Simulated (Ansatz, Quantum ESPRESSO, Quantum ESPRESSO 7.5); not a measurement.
# puckered PAs, 1 layer: biaxial strain by an ASE script

How do the band edges of puckered PAs, 1 layer move against the vacuum when the sheet is stretched?

Main program and level: Quantum ESPRESSO 7.5; plane-wave DFT, PBE, GBRV ultrasoft pseudopotentials (geometry by Ansatz 0.2.0 with PAW datasets; geometry under PBE).

## (1) The structure

The cell holds 4 atoms: 2 P and 2 As. Cell: a = 4.690 Å, b = 3.500 Å, c = 17.360 Å, α = 90.0°, β = 90.0°, γ = 90.0°. It derives from PAs. Vacuum lies along c.

## (2) Relaxation with Ansatz

The geometry comes first, from a plane-wave PAW code, so that the later runs on this slab share one structure.

File input.yaml:

```yaml
crystal:
  lattice:
    - [4.69, 0.0, 0.0]
    - [0.0, 3.5, 0.0]
    - [0.0, 0.0, 17.36]
  atoms:
    - { symbol: P, position: [0.09, 0.0, 0.4320276498] }
    - { symbol: As, position: [0.41, 0.5, 0.4377880184] }
    - { symbol: As, position: [0.91, 0.0, 0.5622119816] }
    - { symbol: P, position: [0.59, 0.5, 0.5679723502] }
kpoints:
  mp_grid: { grid: [8, 8, 1] }
hamiltonian:
  xc: pbe
scf:
  occupations: { method: fermi_dirac, width: 0.05 }
  convergence: { dr2_threshold: 1.0e-08 }
efield:
  axis: 3
  dipole_correction: true
  ramp_position: 0.97
  ramp_width: 0.04
relax:
  f_tol: 0.01
  cell: { fix: [c, alpha, beta] }
output:
  write_potential: true
  write_density: true
  volumetric_format: npy
```

The run is started by

```bash
$ ansatz run input.yaml --threads 4 --pin off --max-ram 8192MiB --backend cpu --events-out ev --progress --plain --runs-dir out
```

Numbers of over 12 decimals in the logs are rounded to 6 here.

Log:

```text
Warning: relax.cell: scf.convergence.dr2_threshold = 1e-8 eV is looser than the 4e-10 eV advised for a relaxation that steers and ends on the stress (1e-10 eV for each atom of the cell: 4). What an SCF threshold leaves in a stress goes as its square root, and in the free energy as the threshold itself, and one threshold admits the most on a small cell: [figures from the program's tests cut] Set scf.convergence.dr2_threshold to 4e-10 eV or tighter. The threshold is an SCF's pass mark: one that does not reach it within its budget of iterations ends unconverged, or closes short of it on a stop that the run arms, and scf.convergence.dr2_threshold's page says what that costs each kind of run
Engine: ansatz 0.2.0, aarch64-unknown-linux-gnu
Pseudopotentials: kind: paw
Pseudopotential: P, paw, valence charge 5, recommended cutoff 420 eV (normal), P.paw.azcp
Pseudopotential: As, paw, valence charge 15, recommended cutoff 420 eV (normal), As.paw.azcp
Functional definition: PBE
  parameter kappa = 0.804
  parameter beta = 0.066725
  exchange = pbe_x(kappa = kappa, mu = beta*pi^2/3)
  correlation = pbe_c(beta = beta)
Crystal: 4 atoms, lattice volume = 284.964 Å³
Basis set: ecut = 420 eV, 5567 PW (Γ), exchange–correlation on 64×48×240 points (8 copies of the dense FFT grid, shifted against one another)
Bands: 24, of which v1, the nominal top of the filled ones, is band 20 counted from 1 (19 counted from 0)
Symmetry: 2 space group operations
k-points: 25 of 64 (time reversal used)
Non-local potential: P, projectors of the file, l = 0: 2, l = 1: 2, l = 2: 2
Non-local potential: As, projectors of the file, l = 0: 2, l = 1: 2, l = 2: 3, l = 3: 1
PAW form: soft (Blöchl's): semilocal exchange-correlation on the pseudo side does not see the compensation charge
PAW one-centre angular grid: P, 110 points (default); XC on 64 Gauss nodes
PAW one-centre angular grid: As, 590 points (default); XC on 64 Gauss nodes
Initial density: superposition of atomic densities (neutral atoms: chi_scale 0, normalization atom), corrected by the library's trained network
Initial wavefunctions: pseudopotential atomic-orbital guess
Functional: x = pbe(κ = 0.804, μ = 0.219515), c = pbe(β = 0.066725)
SCF iter   1: F=—  HF=-11223.220787 eV  |F-HF|=—  |Δ(HF+E_count)|=         —  Δρ=1.65e-3  dr2=1.67e-2  ethr=1.77e-3  p=-0.000 e·Å  D=-2.16e-5 V/Å  ΔV_dip=0.00 eV  dr2_dipole=3.11e-8  V_vac-E_F(+/−)=4.34/4.34 eV  ⟨swp⟩=8.1  Hψ=3235  notcnv=0
efield: sawtooth ramp at fractional position 0.9700 (set: `efield.ramp_position`, or a place that a band, a saddle search or an elastic batch's reference lends), width 0.0400; the density the first Hamiltonian is built on has a dipole p = -0.000 e·Å; the dipole correction subtracts the counter field D = -2.16e-5 V/Å, which shifts the + side's vacuum level by +0.00 eV against the − side's; the planar-averaged density in the ramp window peaks in size at 3.4e-6 e/Å³
preconditioner: auto → Resta (q_TF=auto, 1.967 Å⁻¹)  ε∞=2.3  [insulator: Δε(μ)=0.731 eV  Ē_g=8.543 eV  σ=0.050 eV  W_gap=1.00  n_scr=34 (ndim 8)  ℏωp=9.8 eV  f_vac=0.646  D(μ)=0.00/eV (n_scr^D=0)  ε∞_Penn≈2.3  vacuum switching on, ρ_ref=5.3e-3 e/Å³]
SCF iter   2: F=—  HF=-11223.219185 eV  |F-HF|=—  |Δ(HF+E_count)|=   1.60e-3  Δρ=6.20e-4  dr2=9.53e-4  ethr=4.16e-5  p=0.000 e·Å  D=2.98e-5 V/Å  ΔV_dip=-0.00 eV  dr2_dipole=6.53e-8  V_vac-E_F(+/−)=4.41/4.41 eV  ⟨swp⟩=2.6  Hψ=1159  notcnv=0
SCF iter   3: F=—  HF=-11223.219412 eV  |F-HF|=—  |Δ(HF+E_count)|=   2.27e-4  Δρ=2.78e-4  dr2=1.84e-4  ethr=2.38e-6  p=-0.000 e·Å  D=-3.90e-5 V/Å  ΔV_dip=0.00 eV  dr2_dipole=1.12e-7  V_vac-E_F(+/−)=4.42/4.42 eV  ⟨swp⟩=2.0  Hψ=796  notcnv=0
SCF iter   4: F=—  HF=-11223.219546 eV  |F-HF|=—  |Δ(HF+E_count)|=   1.34e-4  Δρ=6.92e-5  dr2=1.86e-5  ethr=4.60e-7  p=0.000 e·Å  D=1.12e-4 V/Å  ΔV_dip=-0.00 eV  dr2_dipole=9.26e-7  V_vac-E_F(+/−)=4.44/4.44 eV  ⟨swp⟩=2.0  Hψ=833  notcnv=0
SCF iter   5: F=—  HF=-11223.219552 eV  |F-HF|=—  |Δ(HF+E_count)|=   6.61e-6  Δρ=2.71e-5  dr2=1.19e-5  ethr=4.64e-8  p=-0.000 e·Å  D=-2.11e-4 V/Å  ΔV_dip=0.00 eV  dr2_dipole=3.19e-6  V_vac-E_F(+/−)=4.44/4.44 eV  ⟨swp⟩=3.1  Hψ=1307  notcnv=0
SCF iter   6: F=—  HF=-11223.219552 eV  |F-HF|=—  |Δ(HF+E_count)|=   3.78e-7  Δρ=1.49e-5  dr2=2.35e-6  ethr=2.97e-8  p=0.000 e·Å  D=9.01e-5 V/Å  ΔV_dip=-0.00 eV  dr2_dipole=5.75e-7  V_vac-E_F(+/−)=4.44/4.44 eV  ⟨swp⟩=2.0  Hψ=687  notcnv=0
SCF iter   7: F=—  HF=-11223.219568 eV  |F-HF|=—  |Δ(HF+E_count)|=   1.61e-5  Δρ=5.72e-6  dr2=1.07e-7  ethr=5.89e-9  p=0.000 e·Å  D=9.91e-6 V/Å  ΔV_dip=-0.00 eV  dr2_dipole=7.33e-9  V_vac-E_F(+/−)=4.44/4.44 eV  ⟨swp⟩=2.0  Hψ=673  notcnv=0
SCF iter   8: F=-11223.219568 eV  HF=-11223.219568 eV  |F-HF|=5.20e-9  |Δ(HF+E_count)|=   8.14e-8  Δρ=1.51e-6  dr2=6.04e-9  ethr=2.50e-11  p=0.000 e·Å  D=1.45e-6 V/Å  ΔV_dip=-0.00 eV  dr2_dipole=1.84e-10  V_vac-E_F(+/−)=4.44/4.44 eV  ⟨swp⟩=9.2  Hψ=4684  notcnv=0
SCF 1 converged in 8 iterations: F = -11223.219568 eV  dr2 = 6.04e-9
  greatest PAW one-centre occupation: 0.999 electrons in one spin orbital (limit 2), on the As atom at site 1 (counted from 0), in its partial waves of l = 2
relax step   1: F+E_penalty+E_count = -11223.21956803 eV  Δ(F+E_penalty+E_count) = +0.000e0 eV  max|allowed force component| = 1.023e0 eV/Å  Δτ_max = 0.0000 Å  P = +0.713 GPa  Ω = 284.964 Å³  fix = [c, alpha, beta]  reactions: c -0.113 GPa; beta -0.000 GPa/rad  (8 SCF iters, accepted)
Crystal: 4 atoms, lattice volume = 279.767 Å³
Basis set: ecut = 420 eV, 5459 PW (Γ), exchange–correlation on 64×48×240 points (8 copies of the dense FFT grid, shifted against one another)
Initial density: handed on by an earlier stage of this run
Initial wavefunctions: those handed on with the density
iter 1 solved again at ethr=4.73e-5 eV; its pass at ethr=3.10e-3 eV (dr2=1.89e-2 eV) is discarded
SCF iter   1: F=—  HF=-11223.312376 eV  |F-HF|=—  |Δ(HF+E_count)|=         —  Δρ=3.13e-3  dr2=1.97e-2  ethr=4.73e-5  p=0.000 e·Å  D=1.36e-6 V/Å  ΔV_dip=-0.00 eV  dr2_dipole=2.21e-10  V_vac-E_F(+/−)=4.58/4.58 eV  ⟨swp⟩=2.0  Hψ=4038  notcnv=0
efield: sawtooth ramp at fractional position 0.9700 (set: `efield.ramp_position`, or a place that a band, a saddle search or an elastic batch's reference lends), width 0.0400; the density the first Hamiltonian is built on has a dipole p = 0.000 e·Å; the dipole correction subtracts the counter field D = 1.36e-6 V/Å, which shifts the + side's vacuum level by -0.00 eV against the − side's; the planar-averaged density in the ramp window peaks in size at 1.4e-7 e/Å³
[...]
SCF iter   9: F=-11223.335992 eV  HF=-11223.335992 eV  |F-HF|=2.84e-10  |Δ(HF+E_count)|=  6.98e-10  Δρ=1.84e-7  dr2=3.28e-10  ethr=2.50e-11  p=0.000 e·Å  D=1.23e-6 V/Å  ΔV_dip=-0.00 eV  dr2_dipole=8.17e-11  V_vac-E_F(+/−)=4.44/4.44 eV  ⟨swp⟩=8.5  Hψ=3433  notcnv=0
SCF 3 converged in 9 iterations: F = -11223.335992 eV  dr2 = 3.28e-10
relax step   3: F+E_penalty+E_count = -11223.33599211 eV  Δ(F+E_penalty+E_count) = -2.679e-2 eV  max|allowed force component| = 1.178e-1 eV/Å  Δτ_max = 0.0210 Å  P = +0.051 GPa  Ω = 285.496 Å³  energy of the carried Pulay correction = -2.082e-5 eV  fix = [c, alpha, beta]  reactions: c -0.119 GPa; beta +0.000 GPa/rad  (9 SCF iters, accepted)
[...]
relax step   4: F+E_penalty+E_count = -11223.34135783 eV  Δ(F+E_penalty+E_count) = -5.366e-3 eV  max|allowed force component| = 5.640e-2 eV/Å  Δτ_max = 0.0211 Å  P = -0.040 GPa  Ω = 287.255 Å³  energy of the carried Pulay correction = -8.941e-5 eV  fix = [c, alpha, beta]  reactions: c +0.018 GPa; beta +0.000 GPa/rad  (7 SCF iters, accepted)
[...]
relax step   5: F+E_penalty+E_count = -11223.34528299 eV  Δ(F+E_penalty+E_count) = -3.925e-3 eV  max|allowed force component| = 1.315e-2 eV/Å  Δτ_max = 0.0317 Å  P = -0.003 GPa  Ω = 285.611 Å³  energy of the carried Pulay correction = -2.533e-5 eV  fix = [c, alpha, beta]  reactions: c -0.011 GPa; beta +0.000 GPa/rad  (8 SCF iters, accepted)
[...]
relax step   6: F+E_penalty+E_count = -11223.34543869 eV  Δ(F+E_penalty+E_count) = -1.557e-4 eV  max|allowed force component| = 1.627e-3 eV/Å  Δτ_max = 0.0055 Å  P = +0.003 GPa  Ω = 285.110 Å³  energy of the carried Pulay correction = -5.696e-6 eV  fix = [c, alpha, beta]  reactions: c -0.001 GPa; beta -0.000 GPa/rad  (7 SCF iters, accepted)
Initial wavefunctions: pseudopotential atomic-orbital guess (no wavefunctions were taken with the density)
iter 1 solved again at ethr=1.55e-6 eV; its pass at ethr=3.10e-3 eV (dr2=6.22e-4 eV) is discarded
SCF iter   1: F=—  HF=-11223.345411 eV  |F-HF|=—  |Δ(HF+E_count)|=         —  Δρ=2.08e-6  dr2=1.12e-8  ethr=1.55e-6  p=0.000 e·Å  D=4.18e-6 V/Å  ΔV_dip=-0.00 eV  dr2_dipole=1.22e-9  V_vac-E_F(+/−)=4.40/4.40 eV  ⟨swp⟩=3.4  Hψ=4762  notcnv=0
efield: sawtooth ramp at fractional position 0.9700 (set: `efield.ramp_position`, or a place that a band, a saddle search or an elastic batch's reference lends), width 0.0400; the density the first Hamiltonian is built on has a dipole p = 0.000 e·Å; the dipole correction subtracts the counter field D = 4.18e-6 V/Å, which shifts the + side's vacuum level by -0.00 eV against the − side's; the planar-averaged density in the ramp window peaks in size at 1.5e-7 e/Å³
eigensolver tolerance schedule: the retry pair's looser diagonalisation over-reported the residual by 55571.59 of it (diagonalisation noise at an unbounded share of the residual, at the tolerance the schedule requests for it); recorded, not acted on — ethr = c·dr2/N_el stays at c = 1.0e-1
SCF iter   2: F=—  HF=-11223.345442 eV  |F-HF|=—  |Δ(HF+E_count)|=   3.11e-5  Δρ=1.34e-6  dr2=9.91e-9  ethr=2.50e-11  p=-0.000 e·Å  D=-4.37e-6 V/Å  ΔV_dip=0.00 eV  dr2_dipole=1.43e-9  V_vac-E_F(+/−)=4.40/4.40 eV  ⟨swp⟩=10.4  Hψ=5488  notcnv=0
SCF iter   3: F=-11223.345444 eV  HF=-11223.345442 eV  |F-HF|=1.64e-6  |Δ(HF+E_count)|=   2.70e-7  Δρ=8.72e-7  dr2=1.51e-9  ethr=2.48e-11  p=0.000 e·Å  D=3.62e-7 V/Å  ΔV_dip=-0.00 eV  dr2_dipole=6.17e-12  V_vac-E_F(+/−)=4.40/4.40 eV  ⟨swp⟩=6.4  Hψ=3742  notcnv=0
SCF 7 converged in 3 iterations: F = -11223.345444 eV  dr2 = 1.51e-9
relax step   7: F+E_penalty+E_count = -11223.34544375 eV  Δ(F+E_penalty+E_count) = -5.060e-6 eV  max|allowed force component| = 1.624e-3 eV/Å  Δτ_max = 0.0000 Å  P = +0.003 GPa  Ω = 285.110 Å³  fix = [c, alpha, beta]  reactions: c -0.001 GPa; beta -0.000 GPa/rad  stress off target by 1.35e-2 GPa on what of the cell is left free  SCF on the basis re-selected at this cell (its energy is not comparable with the rows above)  (3 SCF iters)
basis re-selected at this cell: Δ(F+E_penalty+E_count) = -5.060e-6 eV, ΔP = -0.000 GPa vs the last step (what re-selecting the basis moved, of the pressure what is left beyond the Pulay correction that the steps carried, after the strain that the cell walked since its last selection, with what the two solves' SCF thresholds leave and, on support functions, any second-order correction that the steps lacked; it is no m [...]
WARN: The input density's exchange-correlation potential varies sharply where the density is thin. Do not read a vacuum level from v_tot or v_xc, or from such a field of the output density. On a cell that repeats whose density bears no net charge and no dipole along the vacuum's axis use v_es (v_loc + v_h of the components); under efield.dipole_correction with no amplitude use v_es + v_field, which holds any external [...]
SCF converged after 3 iterations
Free energy (F): -11223.345444 eV
Harris-Foulkes:  -11223.345442 eV  (|F-HF|=1.64e-6)
Internal energy: -11223.345439 eV  (E = F + TS)
E sigma→0 (E₀):  -11223.345442 eV
Entropy (-TS):   -0.000004 eV (-0.001 meV/atom)
Fermi energy:    -0.550961 eV
Dipole field:    D = -0.000002 V/Å  (p = -0.000004 e·Å, saw-weighted, corrected)
Work function:   Φ+ = 4.3975 eV   Φ− = 4.3975 eV
Levels:          The Fermi level and band energies are counted from a zero that moves with the ramp; work functions are not
--- Per-component energies (eV) ---
  E_band       = -869.950841
  E_kinetic    = 341.907927
  E_local      = -18470.178514  (includes V_loc(G=0)·N_el)
  E_nonlocal   = -1272.892400
  E_hartree    = 9179.079635
  E_xc         = -279.173662
  E_vxc        = -276.826802  (∫ρ·V_xc dr)
  E_paw        = -4808.464837  (= ΣΔE_a)
  E_vpaw       = 449.883728  (= ΣTr[D̂ρ^β])
  E_aug_tail   = 0.000023  (compensation charges beyond the density's cutoff)
  E_efield     = 0.000000  (sawtooth field / dipole correction)
  E_vefield    = 0.000017  (∫n·V_field dr)
  E_ewald      = 4086.376388
  E_smearing   = -0.000004  (= −TS)
  E_closure    = -0.000000  (closes the sum)
  Σ components = -11223.345444   (vs F -11223.345444, Δ=0.00e0)
--- Forces (eV/Å), atoms counted from 1 ---
  atom   1  P      0.00085242    -0.00000000     0.00162448
  atom   2  As    -0.00085455     0.00000000    -0.00060000
  atom   3  As    -0.00086262     0.00000000     0.00059507
  atom   4  P      0.00086147    -0.00000000    -0.00161883
  max |Σ_I F_I| component: 3.28e-6 eV/Å
--- Stress (GPa, compression-positive) ---
       -0.004329      -0.000000       0.000000
       -0.000000       0.013534       0.000000
        0.000000       0.000000      -0.001152
  P = ⅓ Tr σ = 0.0027 GPa (0.027 kbar)
--- Band table (eV; the first three rows and the last of 25) ---
  k-point 0: bands = [... 16 lower, -3.8693, -2.5271, -2.2988, -1.0129, -0.0989, 0.9266, 1.5958, 2.2821]
  k-point 1: bands = [... 16 lower, -4.5650, -3.0067, -2.4525, -1.1136, 0.0558, 1.4360, 2.1456, 2.5158]
  k-point 2: bands = [... 16 lower, -4.3998, -3.5931, -2.4072, -1.4853, 0.3165, 0.4902, 2.1657, 2.3062]
  k-point 24: bands = [... 16 lower, -5.2496, -5.2496, -2.1989, -2.1989, 1.5582, 1.5582, 3.0871, 3.0871]
--- Relaxed structure (6 steps of the walk, 6 accepted, 1 SCFs on fresh bases) ---
  F+E_penalty+E_count = -11223.34544375 eV   max|allowed force component| = 1.624e-3 eV/Å   (the final SCF, on the basis selected at the relaxed cell)
  cell:  # Å, volume = 285.1098 Å³
    - [4.691974, 0.0, 0]
    - [0.0, 3.500313, 0.0]
    - [0, 0.0, 17.36]
  atoms:
    - { symbol: P, position: [0.079322, 0.0, 0.437245] }
    - { symbol: As, position: [0.420678, 0.5, 0.432395] }
    - { symbol: As, position: [0.920678, 0.0, 0.567605] }
    - { symbol: P, position: [0.579322, 0.5, 0.562755] }
```

Elapsed: 51 s, on 4 threads of Arm Neoverse N1, shared host; peak memory 0.59 GiB.

Relaxation path:

```tsv
step	energy less that of the first step (eV)	largest force component (eV/Å)	pressure (GPa)	volume (Å³)
1	0.0000	1.0230	0.71	284.96
2	-0.0896	0.2009	0.30	279.77
3	-0.1164	0.1178	0.05	285.50
4	-0.1218	0.0564	-0.04	287.26
5	-0.1257	0.0131	0.00	285.61
6	-0.1259	0.0016	0.00	285.11
7*	-0.1259	0.0016	0.00	285.11
```

Relaxation steps marked * repeat the geometry before them on a plane-wave basis chosen anew for their cell, so energy and pressure can jump there.

```tsv
cell as run	before	after	change
a (Å)	4.690	4.692	+0.0 %
b (Å)	3.500	3.500	+0.0 %
```

The atoms that moved most (Å, along periodic axes as changes of fractional coordinates times the final cell, across vacuum about the mean position):

```tsv
atom	dx	dy	dz	length
As3	0.050	0.000	0.094	0.106
As2	0.050	0.000	-0.094	0.106
P4	-0.050	0.000	-0.091	0.104
P1	-0.050	0.000	0.091	0.104
```

The relaxed structure:

```xyz
4
Lattice="4.6920 0.0000 0.0000 0.0000 3.5003 0.0000 0.0000 0.0000 17.3600" Properties=species:S:1:pos:R:3
P     0.3722    0.0000    7.5906
As    1.9738    1.7502    7.5064
As    4.3198    0.0000    9.8536
P     2.7182    1.7502    9.7694
```

Numbers from this step:

| Quantity | Value |
| --- | --- |
| free energy | -11223.3454 eV |
| Fermi energy | -0.5510 eV |
| gap by band count | 0.9140 eV |
| symmetry operations | 2 |
| dipole along the normal | -3.84e-6 e·Å |
| vacuum level at the upper face over a Fermi level inside the gap | 4.398 eV |
| vacuum level at the lower face over a Fermi level inside the gap | 4.398 eV |

(Part 1 of 2 ends here.)

[Logs are printed without paths, hosts, clocks, repeated set-up lines and the standing remarks that a program may print on its own settings, such as how far it seeks lower states.]

[Hosts, paths, dates, database ids (printed as entryN), source tags and the programs' standing remarks are cut or masked in the printed files.]

[Maps of the electrostatic potential energy from Ansatz leave out the sawtooth potential of an applied field or a dipole correction, so their vacuum need not be flat; planar profiles and work functions include it.]
